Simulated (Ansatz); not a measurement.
# The perfect InAs wire along [100], 6 atoms a period, H-terminated

Wanted: the relaxed geometry and the bands of the InAs wire along [100], 6 atoms a period, H-terminated.

Main program and level: Ansatz 0.2.0; DFT PBE, plane waves, PAW; relaxation of a wire's period; PAW set soft_1, in the first sound run; inputs show where later runs differ.

## Step 1: The starting structure

The cell holds 16 atoms: 3 In, 10 H and 3 As. Its edges and angles: a = 13.365 Å, b = 13.365 Å, c = 6.190 Å, α = 90.0°, β = 90.0°, γ = 90.0°. Vacuum lies along a and b. The structure's axis is c.

As a file:

```cif
data_structure
_symmetry_space_group_name_H-M 'P 1'
_symmetry_Int_Tables_number 1
_cell_length_a 13.3650
_cell_length_b 13.3650
_cell_length_c 6.1900
_cell_angle_alpha 90.000
_cell_angle_beta 90.000
_cell_angle_gamma 90.000
_cell_volume 1105.68
loop_
_atom_site_label
_atom_site_type_symbol
_atom_site_fract_x
_atom_site_fract_y
_atom_site_fract_z
_atom_site_occupancy
In1 In 0.56286 0.56286 0.00000 1
H2 H 0.38012 0.38012 0.10543 1
H3 H 0.63976 0.63976 0.16602 1
As4 As 0.44708 0.44708 0.25000 1
H5 H 0.25440 0.63976 0.33398 1
H6 H 0.63976 0.25440 0.33398 1
In7 In 0.33129 0.56286 0.50000 1
In8 In 0.56286 0.33129 0.50000 1
H9 H 0.51403 0.74561 0.60543 1
H10 H 0.74561 0.51403 0.60543 1
H11 H 0.25440 0.48597 0.66602 1
H12 H 0.48597 0.25440 0.66602 1
As13 As 0.44708 0.67865 0.75000 1
As14 As 0.67865 0.44708 0.75000 1
H15 H 0.38012 0.74561 0.89457 1
H16 H 0.74561 0.38012 0.89457 1
```

## Step 2: The relaxed wire

Band widths follow the bond lengths, so the wire is relaxed first. The atoms and the third cell vector are free; the box across stays fixed as vacuum. A Fermi-Dirac smearing is set since the result may be a metal. The pressure printed is a third of the stress's trace over the whole box, vacuum included; only the stress along the axis is relaxed.

Input file input.yaml:

```yaml
crystal:
  lattice:
    - [13.365, 0.0, 0.0]
    - [0.0, 13.365, 0.0]
    - [0.0, 0.0, 6.19]
  atoms:
    - { symbol: In, position: [0.562864458, 0.562864458, 0.0] }
    - { symbol: H, position: [0.380119009, 0.380119009, 0.105429254] }
    - { symbol: H, position: [0.639758096, 0.639758096, 0.166023179] }
    - { symbol: As, position: [0.447076953, 0.447076953, 0.25] }
    - { symbol: H, position: [0.25439581, 0.639758096, 0.333976821] }
    - { symbol: H, position: [0.639758096, 0.25439581, 0.333976821] }
    - { symbol: In, position: [0.331289448, 0.562864458, 0.5] }
    - { symbol: In, position: [0.562864458, 0.331289448, 0.5] }
    - { symbol: H, position: [0.514034897, 0.745609906, 0.605429254] }
    - { symbol: H, position: [0.745609906, 0.514034897, 0.605429254] }
    - { symbol: H, position: [0.25439581, 0.485970819, 0.666023179] }
    - { symbol: H, position: [0.485970819, 0.25439581, 0.666023179] }
    - { symbol: As, position: [0.447076953, 0.678651963, 0.75] }
    - { symbol: As, position: [0.678651963, 0.447076953, 0.75] }
    - { symbol: H, position: [0.380119009, 0.745609906, 0.894570746] }
    - { symbol: H, position: [0.745609906, 0.380119009, 0.894570746] }
kpoints:
  mp_grid: { grid: [1, 1, 13] }
scf:
  occupations: { method: fermi_dirac, width: 0.05 }
hamiltonian:
  xc: pbe
  pseudopotentials: { kind: paw, azcp: { folder: soft_1 } }
relax:
  cell: { fix: [a, b, alpha, beta, gamma] }
  max_steps: 45
  f_tol: 0.03
```

Started as:

```sh
> ansatz run input.yaml --threads 4 --pin off --max-ram 16384MiB --backend cpu --events-out ev --progress --plain --runs-dir out
```

Numbers of over 12 decimals in the logs are rounded to 6 here.

Output:

```text
Engine: ansatz 0.2.0, aarch64-unknown-linux-gnu
Pseudopotentials: kind: paw
Pseudopotential: In, paw, valence charge 13, recommended cutoff 420 eV (normal), soft_1/In.paw.azcp
Pseudopotential: H, paw, valence charge 1, recommended cutoff 420 eV (normal), soft_1/H.paw.azcp
Pseudopotential: As, paw, valence charge 15, recommended cutoff 420 eV (normal), soft_1/As.paw.azcp
Functional definition: PBE
  parameter kappa = 0.804
  parameter beta = 0.066725
  exchange = pbe_x(kappa = kappa, mu = beta*pi^2/3)
  correlation = pbe_c(beta = beta)
Crystal: 16 atoms, lattice volume = 1105.678 Å³
Basis set: ecut = 420 eV, 21609 PW (Γ), exchange–correlation on 180×180×90 points (8 copies of the dense FFT grid, shifted against one another)
Bands: 63, of which v1, the nominal top of the filled ones, is band 47 counted from 1 (46 counted from 0)
Symmetry: 2 space group operations
Space group: Cm (ITA 8), of the structure as read, at distance tolerance 1.0e-4 Å
k-points: 7 of 13 (time reversal used)
Non-local potential: In, projectors of the file, l = 0: 2, l = 1: 2, l = 2: 2, l = 3: 1
Non-local potential: H, projectors of the file, l = 0: 2, l = 1: 1
Non-local potential: As, projectors of the file, l = 0: 2, l = 1: 2, l = 2: 3, l = 3: 1
PAW form: soft (Blöchl's): semilocal exchange-correlation on the pseudo side does not see the compensation charge
PAW one-centre angular grid: In, 590 points (default); XC on 64 Gauss nodes
PAW one-centre angular grid: H, 110 points (default); XC on 64 Gauss nodes
PAW one-centre angular grid: As, 590 points (default); XC on 64 Gauss nodes
Initial density: superposition of atomic densities (neutral atoms: chi_scale 0, normalization atom)
Initial wavefunctions: pseudopotential atomic-orbital guess
Functional: x = pbe(κ = 0.804, μ = 0.219515), c = pbe(β = 0.066725)
SCF iter   1: F=—  HF=-31520.640604 eV  |F-HF|=—  |Δ(HF+E_count)|=         —  Δρ=2.78e-2  dr2=9.43e0  ethr=3.10e-3  ⟨swp⟩=7.0  Hψ=2049  notcnv=0  defer=11
preconditioner: auto → Resta (q_TF=auto, 1.809 Å⁻¹)  ε∞=1.5  [insulator: Δε(μ)=3.615 eV  Ē_g=13.214 eV  σ=0.050 eV  W_gap=1.00  n_scr=118 (ndim 8)  ℏωp=8.9 eV  f_vac=0.651  D(μ)=0.00/eV (n_scr^D=0)  ε∞_Penn≈1.5  vacuum switching on, ρ_ref=1.3e-2 e/Å³]
SCF iter   2: F=—  HF=-31517.937894 eV  |F-HF|=—  |Δ(HF+E_count)|=    2.70e0  Δρ=1.02e-2  dr2=1.24e0  ethr=3.10e-3  ⟨swp⟩=3.4  Hψ=829  notcnv=0  defer=63
SCF iter   3: F=—  HF=-31517.642912 eV  |F-HF|=—  |Δ(HF+E_count)|=   2.95e-1  Δρ=3.13e-3  dr2=1.68e-1  ethr=1.32e-3  ⟨swp⟩=3.9  Hψ=595  notcnv=0  defer=68
SCF iter   4: F=—  HF=-31517.608438 eV  |F-HF|=—  |Δ(HF+E_count)|=   3.45e-2  Δρ=8.97e-4  dr2=9.26e-3  ethr=1.79e-4  ⟨swp⟩=3.3  Hψ=712  notcnv=0  defer=73
SCF iter   5: F=—  HF=-31517.608894 eV  |F-HF|=—  |Δ(HF+E_count)|=   4.56e-4  Δρ=3.20e-4  dr2=1.22e-3  ethr=9.85e-6  ⟨swp⟩=2.0  Hψ=492  notcnv=0  defer=73
SCF iter   6: F=—  HF=-31517.608978 eV  |F-HF|=—  |Δ(HF+E_count)|=   8.42e-5  Δρ=1.01e-4  dr2=1.13e-4  ethr=1.29e-6  ⟨swp⟩=2.4  Hψ=530  notcnv=0  defer=73
SCF iter   7: F=—  HF=-31517.609028 eV  |F-HF|=—  |Δ(HF+E_count)|=   5.03e-5  Δρ=2.65e-5  dr2=1.05e-5  ethr=1.20e-7  ⟨swp⟩=2.0  Hψ=473  notcnv=0  defer=73
SCF iter   8: F=—  HF=-31517.609011 eV  |F-HF|=—  |Δ(HF+E_count)|=   1.75e-5  Δρ=7.23e-6  dr2=5.88e-7  ethr=1.12e-8  ⟨swp⟩=2.0  Hψ=688  notcnv=0  defer=73
SCF iter   9: F=-31517.609011 eV  HF=-31517.609011 eV  |F-HF|=7.17e-8  |Δ(HF+E_count)|=   5.81e-7  Δρ=2.11e-6  dr2=4.82e-8  ethr=1.06e-10  ⟨swp⟩=5.0  Hψ=1428  notcnv=0
SCF 1 converged in 9 iterations: F = -31517.609011 eV  dr2 = 4.82e-8
  greatest PAW one-centre occupation: 0.999 electrons in one spin orbital (limit 2), on the As atom at site 13 (counted from 0), in its partial waves of l = 2
relax step   1: F+E_penalty+E_count = -31517.60901116 eV  Δ(F+E_penalty+E_count) = +0.000e0 eV  max|allowed force component| = 1.350e0 eV/Å  Δτ_max = 0.0000 Å  P = -0.352 GPa  Ω = 1105.678 Å³  fix = [a, b, alpha, beta, gamma]  reactions: a -0.345, b -0.345 GPa; alpha -0.175, beta -0.175, gamma +0.114 GPa/rad  (9 SCF iters, dr2 threshold 1.00e-7 eV, accepted)
Crystal: 16 atoms, lattice volume = 1104.231 Å³
Basis set: ecut = 420 eV, 21553 PW (Γ), exchange–correlation on 180×180×90 points (8 copies of the dense FFT grid, shifted against one another)
Initial density: handed on by an earlier stage of this run
Initial wavefunctions: those handed on with the density
iter 1 solved again at ethr=3.75e-4 eV; its pass at ethr=3.10e-3 eV (dr2=3.52e-1 eV) is discarded
SCF iter   1: F=—  HF=-31518.394558 eV  |F-HF|=—  |Δ(HF+E_count)|=         —  Δρ=5.71e-3  dr2=3.53e-1  ethr=3.75e-4  ⟨swp⟩=3.7  Hψ=2226  notcnv=0
preconditioner: auto → Resta (q_TF=auto, 1.810 Å⁻¹)  ε∞=1.5  [insulator: Δε(μ)=3.520 eV  Ē_g=13.175 eV  σ=0.050 eV  W_gap=1.00  n_scr=118 (ndim 8)  ℏωp=8.9 eV  f_vac=0.697  D(μ)=0.00/eV (n_scr^D=0)  ε∞_Penn≈1.5  vacuum switching on, ρ_ref=1.3e-2 e/Å³]
SCF iter   2: F=—  HF=-31518.306922 eV  |F-HF|=—  |Δ(HF+E_count)|=   8.76e-2  Δρ=2.81e-3  dr2=4.85e-2  ethr=3.75e-4  ⟨swp⟩=4.0  Hψ=827  notcnv=0
SCF iter   3: F=—  HF=-31518.304496 eV  |F-HF|=—  |Δ(HF+E_count)|=   2.43e-3  Δρ=8.89e-4  dr2=7.86e-3  ethr=5.15e-5  ⟨swp⟩=3.1  Hψ=882  notcnv=0  defer=71
SCF iter   4: F=—  HF=-31518.303912 eV  |F-HF|=—  |Δ(HF+E_count)|=   5.84e-4  Δρ=2.09e-4  dr2=4.83e-4  ethr=8.36e-6  ⟨swp⟩=2.1  Hψ=501  notcnv=0  defer=71
SCF iter   5: F=—  HF=-31518.303978 eV  |F-HF|=—  |Δ(HF+E_count)|=   6.61e-5  Δρ=6.19e-5  dr2=3.26e-5  ethr=5.14e-7  ⟨swp⟩=2.0  Hψ=474  notcnv=0  defer=71
SCF iter   6: F=—  HF=-31518.303990 eV  |F-HF|=—  |Δ(HF+E_count)|=   1.17e-5  Δρ=1.71e-5  dr2=4.29e-6  ethr=3.46e-8  ⟨swp⟩=2.0  Hψ=629  notcnv=0  defer=71
SCF iter   7: F=-31518.303990 eV  HF=-31518.303990 eV  |F-HF|=7.69e-8  |Δ(HF+E_count)|=   1.54e-7  Δρ=4.13e-6  dr2=2.47e-7  ethr=1.70e-9  ⟨swp⟩=5.0  Hψ=1417  notcnv=0
SCF 2 converged in 7 iterations: F = -31518.303990 eV  dr2 = 2.47e-7
relax step   2: F+E_penalty+E_count = -31518.30398958 eV  Δ(F+E_penalty+E_count) = -6.950e-1 eV  max|allowed force component| = 3.737e-1 eV/Å  Δτ_max = 0.1947 Å  P = -0.117 GPa  Ω = 1104.231 Å³  energy of the carried Pulay correction = +1.502e-4 eV  fix = [a, b, alpha, beta, gamma]  reactions: a -0.156, b -0.156 GPa; alpha -0.055, beta -0.055, gamma -0.046 GPa/rad  (7 SCF iters, dr2 threshold 1.60e-6 eV, accepted)
Crystal: 16 atoms, lattice volume = 1105.821 Å³
iter 1 solved again at ethr=2.14e-4 eV; its pass at ethr=3.10e-3 eV (dr2=2.02e-1 eV) is discarded
SCF iter   1: F=—  HF=-31518.452911 eV  |F-HF|=—  |Δ(HF+E_count)|=         —  Δρ=5.11e-3  dr2=2.07e-1  ethr=2.14e-4  ⟨swp⟩=3.9  Hψ=1999  notcnv=0
[...]
relax step   6: F+E_penalty+E_count = -31518.46439518 eV  Δ(F+E_penalty+E_count) = -5.228e-3 eV  max|allowed force component| = 3.714e-2 eV/Å  Δτ_max = 0.0685 Å  P = -0.011 GPa  Ω = 1109.674 Å³  energy of the carried Pulay correction = -4.138e-4 eV  fix = [a, b, alpha, beta, gamma]  reactions: a -0.012, b -0.012 GPa; alpha -0.005, beta -0.005, gamma +0.010 GPa/rad  (6 SCF iters, dr2 threshold 1.85e-7 eV, accepted)
relax step   7: F+E_penalty+E_count = -31518.46620963 eV  Δ(F+E_penalty+E_count) = -1.814e-3 eV  max|allowed force component| = 2.916e-2 eV/Å  Δτ_max = 0.0334 Å  P = -0.003 GPa  Ω = 1109.473 Å³  energy of the carried Pulay correction = -3.930e-4 eV  fix = [a, b, alpha, beta, gamma]  reactions: a -0.004, b -0.004 GPa; alpha -0.002, beta -0.002, gamma +0.006 GPa/rad  (6 SCF iters, dr2 threshold 8.62e-8 eV, accepted)
relax step   8: F+E_penalty+E_count = -31518.46971937 eV  Δ(F+E_penalty+E_count) = -3.510e-3 eV  max|allowed force component| = 3.049e-2 eV/Å  Δτ_max = 0.1270 Å  P = +0.004 GPa  Ω = 1109.384 Å³  energy of the carried Pulay correction = -3.838e-4 eV  fix = [a, b, alpha, beta, gamma]  reactions: a -0.002, b -0.002 GPa; alpha -0.007, beta -0.007, gamma -0.002 GPa/rad  (10 SCF iters, accepted)
relax step   9: F+E_penalty+E_count = -31518.47044048 eV  Δ(F+E_penalty+E_count) = -7.211e-4 eV  max|allowed force component| = 1.566e-2 eV/Å  Δτ_max = 0.0313 Å  P = +0.011 GPa  Ω = 1109.997 Å³  energy of the carried Pulay correction = -4.472e-4 eV  fix = [a, b, alpha, beta, gamma]  reactions: a +0.003, b +0.003 GPa; alpha +0.003, beta +0.003, gamma +0.003 GPa/rad  (6 SCF iters, dr2 threshold 5.81e-8 eV, accepted)
relax step  10: F+E_penalty+E_count = -31518.47098985 eV  Δ(F+E_penalty+E_count) = -5.494e-4 eV  max|allowed force component| = 1.546e-2 eV/Å  Δτ_max = 0.0335 Å  P = +0.008 GPa  Ω = 1111.215 Å³  energy of the carried Pulay correction = -5.730e-4 eV  fix = [a, b, alpha, beta, gamma]  reactions: a -0.002, b -0.002 GPa; alpha -0.001, beta -0.001, gamma -0.001 GPa/rad  (9 SCF iters, accepted)
Initial wavefunctions: pseudopotential atomic-orbital guess (no wavefunctions were taken with the density)
iter 1 solved again at ethr=6.69e-8 eV; its pass at ethr=3.10e-3 eV (dr2=6.29e-5 eV) is discarded
SCF iter   1: F=—  HF=-31518.468968 eV  |F-HF|=—  |Δ(HF+E_count)|=         —  Δρ=3.66e-5  dr2=3.91e-7  ethr=6.69e-8  ⟨swp⟩=4.3  Hψ=3375  notcnv=0
preconditioner: auto → Resta (q_TF=auto, 1.808 Å⁻¹)  ε∞=1.5  [insulator: Δε(μ)=3.715 eV  Ē_g=13.260 eV  σ=0.050 eV  W_gap=1.00  n_scr=118 (ndim 8)  ℏωp=8.9 eV  f_vac=0.702  D(μ)=0.00/eV (n_scr^D=0)  ε∞_Penn≈1.5  vacuum switching on, ρ_ref=1.3e-2 e/Å³]
SCF iter   2: F=—  HF=-31518.470674 eV  |F-HF|=—  |Δ(HF+E_count)|=   1.71e-3  Δρ=1.83e-5  dr2=9.05e-8  ethr=4.16e-10  ⟨swp⟩=3.0  Hψ=739  notcnv=0
SCF iter   3: F=—  HF=-31518.471564 eV  |F-HF|=—  |Δ(HF+E_count)|=   8.91e-4  Δρ=2.01e-6  dr2=1.41e-8  ethr=9.63e-11  ⟨swp⟩=3.0  Hψ=765  notcnv=0
SCF iter   4: F=—  HF=-31518.471585 eV  |F-HF|=—  |Δ(HF+E_count)|=   2.01e-5  Δρ=6.65e-7  dr2=2.66e-9  ethr=1.50e-11  ⟨swp⟩=3.4  Hψ=800  notcnv=0
SCF iter   5: F=—  HF=-31518.471588 eV  |F-HF|=—  |Δ(HF+E_count)|=   3.67e-6  Δρ=2.78e-7  dr2=3.23e-10  ethr=2.83e-12  ⟨swp⟩=2.0  Hψ=700  notcnv=0
SCF iter   6: F=-31518.471589 eV  HF=-31518.471589 eV  |F-HF|=1.49e-7  |Δ(HF+E_count)|=   8.73e-7  Δρ=8.43e-8  dr2=2.25e-11  ethr=1.00e-12  ⟨swp⟩=5.0  Hψ=1470  notcnv=0
SCF 11 converged in 6 iterations: F = -31518.471589 eV  dr2 = 2.25e-11
relax step  11: F+E_penalty+E_count = -31518.47158921 eV  Δ(F+E_penalty+E_count) = -5.994e-4 eV  max|allowed force component| = 1.555e-2 eV/Å  Δτ_max = 0.0000 Å  P = +0.009 GPa  Ω = 1111.215 Å³  fix = [a, b, alpha, beta, gamma]  reactions: a -0.002, b -0.002 GPa; alpha -0.001, beta -0.001, gamma -0.000 GPa/rad  stress off target by 2.88e-2 GPa on what of the cell is left free  SCF on the basis re-selected at this cell (its energy is not comparable with the rows above)  (6 SCF iters)
basis re-selected at this cell: Δ(F+E_penalty+E_count) = -5.994e-4 eV, ΔP = +0.001 GPa vs the last step (what re-selecting the basis moved, of the pressure what is left beyond the Pulay correction that the steps carried, after the strain that the cell walked since its last selection, with what the two solves' SCF thresholds leave and, on support functions, any second-order correction that the steps lacked; it is no m [...]
SCF converged after 6 iterations
Free energy (F): -31518.471589 eV
Harris-Foulkes:  -31518.471589 eV  (|F-HF|=1.49e-7)
Internal energy: -31518.471589 eV  (E = F + TS)
E sigma→0 (E₀):  -31518.471589 eV
Fermi energy:    -2.209160 eV
--- Per-component energies (eV) ---
  E_band       = -1899.703295
  E_kinetic    = 1073.919393
  E_local      = -31041.234415  (includes V_loc(G=0)·N_el)
  E_nonlocal   = -192.676894
  E_hartree    = 15017.587814
  E_xc         = -722.366494
  E_vxc        = -595.096462  (∫ρ·V_xc dr)
  E_paw        = -18676.401792  (= ΣΔE_a)
  E_vpaw       = -1179.781769  (= ΣTr[D̂ρ^β])
  E_aug_tail   = -0.008514  (compensation charges beyond the density's cutoff)
  E_ewald      = 3022.709314
  E_smearing   = -0.000000  (= −TS)
  E_closure    = -0.000000  (closes the sum)
  Σ components = -31518.471589   (vs F -31518.471589, Δ=0.00e0)
--- Forces (eV/Å), atoms counted from 1 ---
  atom   1  In     0.00372251     0.00372251     0.01241803
  atom   2  H      0.00047547     0.00047547    -0.00556948
  atom   3  H     -0.00252771    -0.00252771    -0.00374193
  atom   4  As    -0.00045855    -0.00045855     0.00314407
  atom   5  H     -0.00426820     0.00617540    -0.00866338
  atom   6  H      0.00617540    -0.00426820    -0.00866338
  atom   7  In     0.00936364    -0.00309641     0.00570099
  atom   8  In    -0.00309641     0.00936364     0.00570099
  atom   9  H     -0.00451224    -0.00483143     0.00986017
  atom  10  H     -0.00483143    -0.00451224     0.00986017
  atom  11  H     -0.00443652    -0.00468671     0.00408792
  atom  12  H     -0.00468671    -0.00443652     0.00408792
  atom  13  As    -0.00045666     0.01555206    -0.00667578
  atom  14  As     0.01555206    -0.00045666    -0.00667578
  atom  15  H      0.00381082    -0.00982427    -0.00743509
  atom  16  H     -0.00982427     0.00381082    -0.00743509
  max |Σ_I F_I| component: 1.21e-6 eV/Å
--- Stress (GPa, compression-positive) ---
       -0.001598       0.000445       0.000734
        0.000445      -0.001598       0.000734
        0.000734       0.000734       0.028803
  P = ⅓ Tr σ = 0.0085 GPa (0.085 kbar)
--- Relaxed structure (10 steps of the walk, 10 accepted, 1 SCFs on fresh bases) ---
  F+E_penalty+E_count = -31518.47158921 eV   max|allowed force component| = 1.555e-2 eV/Å   (the final SCF, on the basis selected at the relaxed cell)
  cell:  # Å, volume = 1111.2154 Å³
    - [13.365, 0, 0]
    - [0, 13.365, 0]
    - [0, 0, 6.221002]
  atoms:
    - { symbol: In, position: [0.571262, 0.571262, 0.034993] }
    - { symbol: H, position: [0.401764, 0.401764, 0.112642] }
    - { symbol: H, position: [0.654445, 0.654445, 0.153718] }
    - { symbol: As, position: [0.458692, 0.458692, 0.286318] }
    - { symbol: H, position: [0.274613, 0.659694, 0.299253] }
    - { symbol: H, position: [0.659694, 0.274613, 0.299253] }
    - { symbol: In, position: [0.311195, 0.566173, 0.475436] }
    - { symbol: In, position: [0.566173, 0.311195, 0.475436] }
    - { symbol: H, position: [0.498965, 0.737074, 0.642850] }
    - { symbol: H, position: [0.737074, 0.498965, 0.642850] }
    - { symbol: H, position: [0.238898, 0.488731, 0.634911] }
    - { symbol: H, position: [0.488731, 0.238898, 0.634911] }
    - { symbol: As, position: [0.439830, 0.657003, 0.761772] }
    - { symbol: As, position: [0.657003, 0.439830, 0.761772] }
    - { symbol: H, position: [0.381685, 0.729571, 0.902669] }
    - { symbol: H, position: [0.729571, 0.381685, 0.902669] }
```

The job ended after 2.2 min (4 threads of Arm Neoverse V1, shared host; peak memory 1.8 GiB; 8.5 min of CPU time).

The steps of the relaxation:

| step | energy less that of the first step (eV) | largest force component (eV/Å) | pressure (GPa) | volume (Å³) |
| --- | --- | --- | --- | --- |
| 1 | 0.0000 | 1.3504 | -0.35 | 1105.68 |
| 2 | -0.6950 | 0.3737 | -0.12 | 1104.23 |
| 3 | -0.8073 | 0.1604 | -0.02 | 1105.82 |
| 4 | -0.8331 | 0.0601 | -0.02 | 1107.70 |
| 5 | -0.8502 | 0.0544 | 0.00 | 1108.96 |
| 6 | -0.8554 | 0.0371 | -0.01 | 1109.67 |
| 7 | -0.8572 | 0.0292 | 0.00 | 1109.47 |
| 8 | -0.8607 | 0.0305 | 0.00 | 1109.38 |
| 9 | -0.8614 | 0.0157 | 0.01 | 1110.00 |
| 10 | -0.8620 | 0.0155 | 0.01 | 1111.22 |
| 11* | -0.8626 | 0.0156 | 0.01 | 1111.22 |

Relaxation steps marked * repeat the geometry before them on a plane-wave basis chosen anew for their cell, so energy and pressure can jump there.

The run keeps the 2 symmetry operations that it works with, so distortions that break them were not tested.

| cell as run | before | after | change |
| --- | --- | --- | --- |
| c (Å) | 6.190 | 6.221 | +0.5 % |

The atoms that moved most (Å, along periodic axes as changes of fractional coordinates times the final cell, across vacuum about the mean position):

| atom | dx | dy | dz | length |
| --- | --- | --- | --- | --- |
| H6 | 0.266 | 0.270 | -0.216 | 0.437 |
| H5 | 0.270 | 0.266 | -0.216 | 0.437 |
| H2 | 0.289 | 0.289 | 0.045 | 0.412 |
| H9 | -0.201 | -0.114 | 0.233 | 0.328 |
| H10 | -0.114 | -0.201 | 0.233 | 0.328 |
| As4 | 0.155 | 0.155 | 0.226 | 0.315 |
| As13 | -0.097 | -0.289 | 0.073 | 0.314 |
| As14 | -0.289 | -0.097 | 0.073 | 0.314 |

This step gave:

```
cell length along the wire : 6.221 Å
```

The cell's length comes to 6.221 Å with spin left out.

[end of part 1 of 2]

[Logs are printed without paths, hosts, clocks, repeated set-up lines and the standing remarks that a program may print on its own settings, such as how far it seeks lower states.]

[Hosts, paths, dates, database ids (printed as entryN), source tags and the programs' standing remarks are cut or masked in the printed files.]
